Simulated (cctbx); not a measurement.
## Sr2Ta with cctbx, script by script

Library: cctbx 2025.11. The data are simulated by the first script.

## 1. Simulate the data

run.py:

```python
from cctbx import adptbx, crystal, miller, sgtbx, xray
from cctbx.array_family import flex
from iotbx.shelx import hklf
from scitbx import matrix
import scitbx.random

cs = crystal.symmetry(unit_cell=(6.817, 6.817, 21.76, 90, 90, 120), space_group_symbol='Hall: -P 6c 2c')  # P6_3/mmc
atoms = [  # label, site, U (iso, or U11 U22 U33 U12 U13 U23 in A^2), occupancy
    ("Ta1", (2/3, 1/3, 0.1576), 0.0047, 1),
    ("Ta2", (0, 0, 0.9079), 0.0037, 1),
    ("Sr1", (0.3378, 0.1689, 0.75), 0.0058, 1),
    ("Sr2", (2/3, 1/3, 0.8781), 0.0063, 1),
    ("Sr3", (0, 0.5, 0.5), 0.0057, 1),
]
xs = xray.structure(crystal_symmetry=cs)
for label, site, u, occ in atoms:
    u = adptbx.u_cif_as_u_star(cs.unit_cell(), u) if isinstance(u, tuple) else u
    xs.add_scatterer(xray.scatterer(label, site=site, u=u, occupancy=occ))
xs.set_inelastic_form_factors(0.6889, "sasaki")
xs.show_summary()
p1 = xs.expand_to_p1()
ms = miller.build_set(p1, anomalous_flag=True, d_min=0.8)
flex.set_random_seed(322007)
scitbx.random.set_random_seed(322007)
ms = ms.select(flex.random_double(ms.size()) < 0.7)
i = ms.structure_factors_from_scatterers(p1, algorithm="direct").f_calc().as_intensity_array().data()
i = i * 20000 / flex.max(i)
sig = flex.sqrt(i + flex.pow2(0.04 * i) + 15 ** 2)
noise = scitbx.random.variate(scitbx.random.normal_distribution())(i.size())
data = ms.array(data=i + sig * noise, sigmas=sig).set_observation_type_xray_intensity()
with open("data.hkl", "w") as f:
    data.export_as_shelx_hklf(f)
print("reflections written:", data.size(), " <I/sigma> = %.1f" % flex.mean(data.data() / data.sigmas()))
for h, a, b in list(data.sort("data"))[:12]:
    print("%4d%4d%4d %9.1f %7.1f" % (h + (a, b)))
```

```console
$ python run.py
```

```text
Number of scatterers: 5
At special positions: 5
Unit cell: (6.817, 6.817, 21.76, 90, 90, 120)
Space group: P 63/m m c (No. 194)
reflections written: 5029  <I/sigma> = 8.2
   4  -2   0   20301.0   812.5
   2   2   0   19805.2   812.5
  -2   4   0   19794.4   812.5
   2  -4   0   19767.8   812.5
  -2  -2   0   19579.6   812.5
  -4   2   0   19123.2   812.5
   1   1   4   10651.2   416.3
  -1  -1  -4   10527.4   416.3
   0  -6   0   10312.4   412.6
   1  -2   4   10310.1   416.3
  -2   1   4   10278.4   416.3
   0   6   0   10133.8   412.6
```

Run time: 0.24 s on 1 thread of Arm Neoverse V2 (shared host), peak memory 0.07 GiB.

## 2. Refinement (right model, isotropic)

run.py:

```python
import math
from cctbx import adptbx, crystal, maptbx, sgtbx, xray
from cctbx.array_family import flex
from cctbx.xray import observations
from iotbx.shelx import hklf
from scitbx.lstbx import normal_eqns_solving
from smtbx import absolute_structure, utils
from smtbx.refinement import constraints, least_squares

cs = crystal.symmetry(unit_cell=(6.817, 6.817, 21.76, 90, 90, 120), space_group_symbol='Hall: -P 6c 2c')  # P6_3/mmc
atoms = [  # label, site, U (iso, or U11 U22 U33 U12 U13 U23 in A^2), occupancy
    ("Ta1", (2/3, 1/3, 0.1557), 0.0200, 1),
    ("Ta2", (0, 0, 0.909), 0.0200, 1),
    ("Sr1", (0.3384, 0.1692, 0.75), 0.0200, 1),
    ("Sr2", (2/3, 1/3, 0.8777), 0.0200, 1),
    ("Sr3", (0, 0.5, 0.5), 0.0200, 1),
]
xs = xray.structure(crystal_symmetry=cs)
for label, site, u, occ in atoms:
    u = adptbx.u_cif_as_u_star(cs.unit_cell(), u) if isinstance(u, tuple) else u
    xs.add_scatterer(xray.scatterer(label, site=site, u=u, occupancy=occ))
xs.set_inelastic_form_factors(0.6889, "sasaki")
raw = hklf.reader(file_name="data.hkl").as_miller_arrays(crystal_symmetry=cs, anomalous=True)[0]
merged = raw.eliminate_sys_absent().merge_equivalents()
fo2 = merged.array().set_observation_type_xray_intensity()
print("Rint %.3f, %d unique reflections to %.2f A" % (merged.r_int(), fo2.size(), fo2.d_min()))
for sc in xs.scatterers():
    sc.flags.set_grad_site(True)
    sc.flags.set_grad_u_aniso(sc.flags.use_u_aniso())
    sc.flags.set_grad_u_iso(sc.flags.use_u_iso())
obs = fo2.as_xray_observations()
extra = {}
rep = constraints.reparametrisation(xs, [], utils.connectivity_table(xs), **extra)
ls = least_squares.crystallographic_ls(obs, rep, weighting_scheme=least_squares.mainstream_shelx_weighting(a=0, b=0))
print("cycle     R1     wR2    GooF  max shift (A)")
for cycle in range(8):
    ls.build_up()
    r1, wr2, goof = ls.r1_factor(cutoff_factor=2)[0], ls.wR2(), ls.goof()
    old = xs.sites_cart()
    normal_eqns_solving.levenberg_marquardt_iterations(ls, n_max_iterations=3, tau=1e-06, step_threshold=1e-7)
    big = flex.max((xs.sites_cart() - old).norms())
    print("%4d %7.4f %7.4f %7.3f %9.5f" % (cycle + 1, r1, wr2, goof, big))
    ls.build_up(objective_only=True)
    if abs(ls.wR2() - wr2) < 5e-5 and big < 5e-4:
        break
ls.build_up()
print("final R1 %.4f wR2 %.4f GooF %.3f  parameters %d  data/parameter %.1f" % (ls.r1_factor(cutoff_factor=2)[0], ls.wR2(), ls.goof(), ls.n_parameters, fo2.size() / ls.n_parameters))
cov = ls.covariance_matrix_and_annotations()
su = dict(zip(cov.annotations, (math.sqrt(max(v, 0)) for v in cov.matrix.matrix_packed_u_diagonal())))
a2 = cs.unit_cell().reciprocal_parameters()[0] ** -2
print("atom        x        y        z      Ueq    occ   su(xyz)  su(Uiso or U11)")
for sc in xs.scatterers():
    s = max(su.get(sc.label + k, 0) for k in (".x", ".y", ".z"))
    npd = "" if sc.is_positive_definite_u(cs.unit_cell()) else "  NPD"
    print("%-5s %8.5f %8.5f %8.5f %8.4f %6.3f %8.5f %7.4f%s" % ((sc.label,) + sc.site + (sc.u_iso_or_equiv(cs.unit_cell()), sc.occupancy, s, su.get(sc.label + ".uiso", su.get(sc.label + ".u11", 0) * a2), npd)))
fo = fo2.f_sq_as_f()
fc = fo.structure_factors_from_scatterers(xs, algorithm="direct").f_calc()
diff = fo.f_obs_minus_f_calc(1 / math.sqrt(ls.scale_factor()), fc).average_bijvoet_mates()
m = diff.fft_map(symmetry_flags=maptbx.use_space_group_symmetry, resolution_factor=0.25).apply_volume_scaling()
print("difference map: max %.2f min %.2f rms %.2f" % (m.statistics().max(), m.statistics().min(), m.statistics().sigma()))
peaks = m.peak_search(parameters=maptbx.peak_search_parameters(min_distance_sym_equiv=0.6, max_clusters=6)).all()
near = xs.closest_distances(peaks.sites(), distance_cutoff=4)
sps = cs.special_position_settings(min_distance_sym_equiv=0.5)
for k, (x, h) in enumerate(zip(peaks.sites(), peaks.heights())):
    ss = sps.site_symmetry(x)
    print("Q%-3d %7.4f %7.4f %7.4f %4d %7.2f  %.2f A from %s" % ((k + 1,) + tuple(t % 1 for t in ss.exact_site()) + (ss.multiplicity(), h, near.smallest_distances[k], xs.scatterers()[near.i_seqs[k]].label)))
```

```console
$ python run.py
```

```text
Rint 0.045, 391 unique reflections to 0.80 A
cycle     R1     wR2    GooF  max shift (A)
   1  0.1402  0.2826  11.335   0.04128
   2  0.0123  0.0236   0.945   0.00000
final R1 0.0123 wR2 0.0236 GooF 0.945  parameters 9  data/parameter 43.4
atom        x        y        z      Ueq    occ   su(xyz)  su(Uiso or U11)
Ta1    0.66667  0.33333  0.15760   0.0046  1.000  0.00002  0.0001
Ta2    0.00000  0.00000  0.90788   0.0036  1.000  0.00001  0.0001
Sr1    0.33757  0.16879  0.75000   0.0055  1.000  0.00011  0.0001
Sr2    0.66667  0.33333  0.87811   0.0059  1.000  0.00003  0.0001
Sr3    0.00000  0.50000  0.50000   0.0056  1.000  0.00000  0.0001
difference map: max 1.34 min -1.40 rms 0.34
Q1    0.2461  0.4922  0.6460   12    1.36  1.06 A from Ta1
Q2    0.0000  0.0000  0.0270    4    1.36  1.42 A from Ta2
Q3    0.3333  0.6667  0.5298    4    1.28  2.07 A from Sr3
Q4    0.2139  0.6069  0.7218   12    1.17  1.56 A from Ta1
Q5    0.1457  0.2913  0.6105   12    1.17  1.77 A from Ta2
Q6    0.3333  0.6667  0.5674    4    1.11  1.96 A from Ta1
```

Time: 0.37 s.

## 3. Refinement (right model, anisotropic)

run.py, as its changes from the last script of this kind:

```diff
@@ -12,5 +12,5 @@
-    ("Ta1", (2/3, 1/3, 0.1557), 0.0200, 1),
-    ("Ta2", (0, 0, 0.909), 0.0200, 1),
-    ("Sr1", (0.3384, 0.1692, 0.75), 0.0200, 1),
-    ("Sr2", (2/3, 1/3, 0.8777), 0.0200, 1),
-    ("Sr3", (0, 0.5, 0.5), 0.0200, 1),
+    ("Ta1", (2/3, 1/3, 0.1576), 0.0046, 1),
+    ("Ta2", (0, 0, 0.90788), 0.0036, 1),
+    ("Sr1", (0.33757, 0.16879, 0.75), 0.0055, 1),
+    ("Sr2", (2/3, 1/3, 0.87811), 0.0059, 1),
+    ("Sr3", (0, 0.5, 0.5), 0.0056, 1),
@@ -22,0 +23 @@
+xs.convert_to_anisotropic()
```

```console
$ python run.py
```

```text
Rint 0.045, 391 unique reflections to 0.80 A
cycle     R1     wR2    GooF  max shift (A)
   1  0.0123  0.0236   0.956   0.00022
   2  0.0121  0.0233   0.946   0.00000
final R1 0.0121 wR2 0.0233 GooF 0.946  parameters 17  data/parameter 23.0
atom        x        y        z      Ueq    occ   su(xyz)  su(Uiso or U11)
Ta1    0.66667  0.33333  0.15760   0.0046  1.000  0.00002  0.0001
Ta2    0.00000  0.00000  0.90788   0.0035  1.000  0.00001  0.0001
Sr1    0.33757  0.16878  0.75000   0.0055  1.000  0.00011  0.0003
Sr2    0.66667  0.33333  0.87812   0.0059  1.000  0.00004  0.0002
Sr3    0.00000  0.50000  0.50000   0.0056  1.000  0.00000  0.0003
difference map: max 1.33 min -1.37 rms 0.34
Q1    0.2469  0.4939  0.6460   12    1.36  1.05 A from Ta1
Q2    0.0000  0.0000  0.0273    4    1.35  1.41 A from Ta2
Q3    0.3333  0.6667  0.5304    4    1.24  2.08 A from Sr3
Q4    0.2144  0.6072  0.7221   12    1.19  1.57 A from Ta1
Q5    0.1451  0.2902  0.6103   12    1.16  1.76 A from Ta2
Q6    0.3333  0.6667  0.5674    4    1.11  1.96 A from Ta1
```

Time: 0.35 s.

## 4. Refinement

run.py, as its changes from the last script of this kind:

```diff
@@ -16,0 +17 @@
+    ("Sr4", (0.492, 0.75, 0.178), 0.0300, 1),
@@ -23 +23,0 @@
-xs.convert_to_anisotropic()
@@ -37 +37 @@
-for cycle in range(8):
+for cycle in range(12):
```

```console
$ python run.py
```

```text
Rint 0.045, 391 unique reflections to 0.80 A
cycle     R1     wR2    GooF  max shift (A)
   1  0.3270  0.6478  26.089   0.05963
   2  0.0966  0.3004  12.097   0.46285
   3  0.0207  0.0906   3.649   0.19035
   4  0.0214  0.0888   3.578   0.07416
   5  0.0211  0.0886   3.568   0.06102
   6  0.0210  0.0884   3.559   0.04051
   7  0.0209  0.0883   3.555   0.02162
   8  0.0209  0.0882   3.553   0.01003
   9  0.0208  0.0882   3.553   0.00434
  10  0.0208  0.0882   3.552   0.00182
  11  0.0208  0.0882   3.552   0.00076
  12  0.0208  0.0882   3.552   0.00031
final R1 0.0208 wR2 0.0882 GooF 3.552  parameters 12  data/parameter 32.6
atom        x        y        z      Ueq    occ   su(xyz)  su(Uiso or U11)
Ta1    0.66667  0.33333  0.15760   0.0039  1.000  0.00006  0.0003
Ta2    0.00000  0.00000  0.90791   0.0029  1.000  0.00005  0.0003
Sr1    0.33762  0.16881  0.75000   0.0049  1.000  0.00041  0.0005
Sr2    0.66667  0.33333  0.87816   0.0053  1.000  0.00013  0.0006
Sr3    0.00000  0.50000  0.50000   0.0049  1.000  0.00000  0.0005
Sr4    0.61480  0.80740  0.16025   1.0000  1.000  0.01134  0.0479
difference map: max 1.88 min -2.66 rms 0.52
Q1    0.1989  0.5994  0.2500    6    1.96  1.69 A from Sr1
Q2    0.0000  0.0000  0.0257    4    1.86  1.44 A from Ta2
Q3    0.2695  0.5390  0.2210   12    1.71  1.35 A from Sr1
Q4    0.3333  0.6667  0.6566    4    1.67  0.02 A from Ta1
Q5    0.3333  0.6667  0.0497    4    1.57  1.57 A from Sr2
Q6    0.3333  0.6667  0.2500    2    1.52  1.94 A from Sr1
```

Time: 0.86 s.

This run holds a fault made on purpose: spurious atom: Sr4.

## 5. Refinement

run.py, as its changes from the last script of this kind:

```diff
@@ -14,4 +14,3 @@
-    ("Sr1", (0.33757, 0.16879, 0.75), 0.0055, 1),
-    ("Sr2", (2/3, 1/3, 0.87811), 0.0059, 1),
-    ("Sr3", (0, 0.5, 0.5), 0.0056, 1),
-    ("Sr4", (0.492, 0.75, 0.178), 0.0300, 1),
+    ("Ba1", (0.33757, 0.16879, 0.75), 0.0055, 1),
+    ("Sr1", (2/3, 1/3, 0.87811), 0.0059, 1),
+    ("Sr2", (0, 0.5, 0.5), 0.0056, 1),
@@ -23,0 +23 @@
+xs.convert_to_anisotropic()
```

```console
$ python run.py
```

```text
Rint 0.045, 391 unique reflections to 0.80 A
cycle     R1     wR2    GooF  max shift (A)
   1  0.1403  0.2897  11.744   0.00763
   2  0.0576  0.1321   5.355   0.00032
final R1 0.0577 wR2 0.1321 GooF 5.354  parameters 17  data/parameter 23.0
atom        x        y        z      Ueq    occ   su(xyz)  su(Uiso or U11)
Ta1    0.66667  0.33333  0.15759   0.0008  1.000  0.00009  0.0006
Ta2    0.00000  0.00000  0.90797  -0.0003  1.000  0.00009  0.0007  NPD
Ba1    0.33768  0.16884  0.75000   0.0246  1.000  0.00064  0.0017
Sr1    0.66667  0.33333  0.87774   0.0027  1.000  0.00023  0.0012
Sr2    0.00000  0.50000  0.50000   0.0011  1.000  0.00000  0.0015
difference map: max 6.35 min -7.76 rms 1.02
Q1    0.3333  0.6667  0.6570    4    6.38  0.01 A from Ta1
Q2    0.0000  0.0000  0.1006    4    5.86  0.19 A from Ta2
Q3    0.3333  0.6667  0.1166    4    3.40  0.12 A from Sr1
Q4    0.3333  0.6667  0.1559    4    2.95  0.73 A from Sr1
Q5    0.3333  0.6667  0.0389    4    2.24  1.81 A from Sr1
Q6    0.0460  0.4772  0.5197   24    2.07  0.60 A from Sr2
```

Time: 0.39 s.

This run holds a fault made on purpose: wrong element: Ba1 is Sr.

## 6. Refinement

run.py, as its changes from the last script of this kind:

```diff
@@ -14 +13,0 @@
-    ("Ba1", (0.33757, 0.16879, 0.75), 0.0055, 1),
```

```console
$ python run.py
```

```text
Rint 0.045, 391 unique reflections to 0.80 A
cycle     R1     wR2    GooF  max shift (A)
   1  0.3705  0.6790  27.381   0.02102
   2  0.3704  0.6518  26.284   0.00099
   3  0.3701  0.6518  26.284   0.00004
final R1 0.3701 wR2 0.6518 GooF 26.284  parameters 13  data/parameter 30.1
atom        x        y        z      Ueq    occ   su(xyz)  su(Uiso or U11)
Ta1    0.66667  0.33333  0.15718  -0.0062  1.000  0.00049  0.0035  NPD
Ta2    0.00000  0.00000  0.90840  -0.0101  1.000  0.00043  0.0035  NPD
Sr1    0.66667  0.33333  0.87719  -0.0008  1.000  0.00107  0.0077  NPD
Sr2    0.00000  0.50000  0.50000  -0.0055  1.000  0.00000  0.0084  NPD
difference map: max 217.35 min -18.73 rms 8.28
Q1    0.1675  0.3351  0.2500    6  217.48  3.39 A from Sr1
Q2    0.3333  0.6667  0.6585    4  120.31  0.03 A from Ta1
Q3    0.0000  0.0000  0.0951    4   98.16  0.08 A from Ta2
Q4    0.3333  0.6667  0.1222    4   72.91  0.01 A from Sr1
Q5    0.0000  0.5000  0.0000    6   57.11  0.00 A from Sr2
Q6    0.0000  0.0000  0.2500    2   18.77  3.45 A from Ta2
```

Run time: 0.44 s on 1 thread of Arm Neoverse V2, with other jobs on the host, peak memory 0.09 GiB.

This run holds a fault made on purpose: atom left out: Sr1.

[Logs are printed without paths, hosts, clocks, repeated set-up lines and the standing remarks that a program may print on its own settings, such as how far it seeks lower states.]
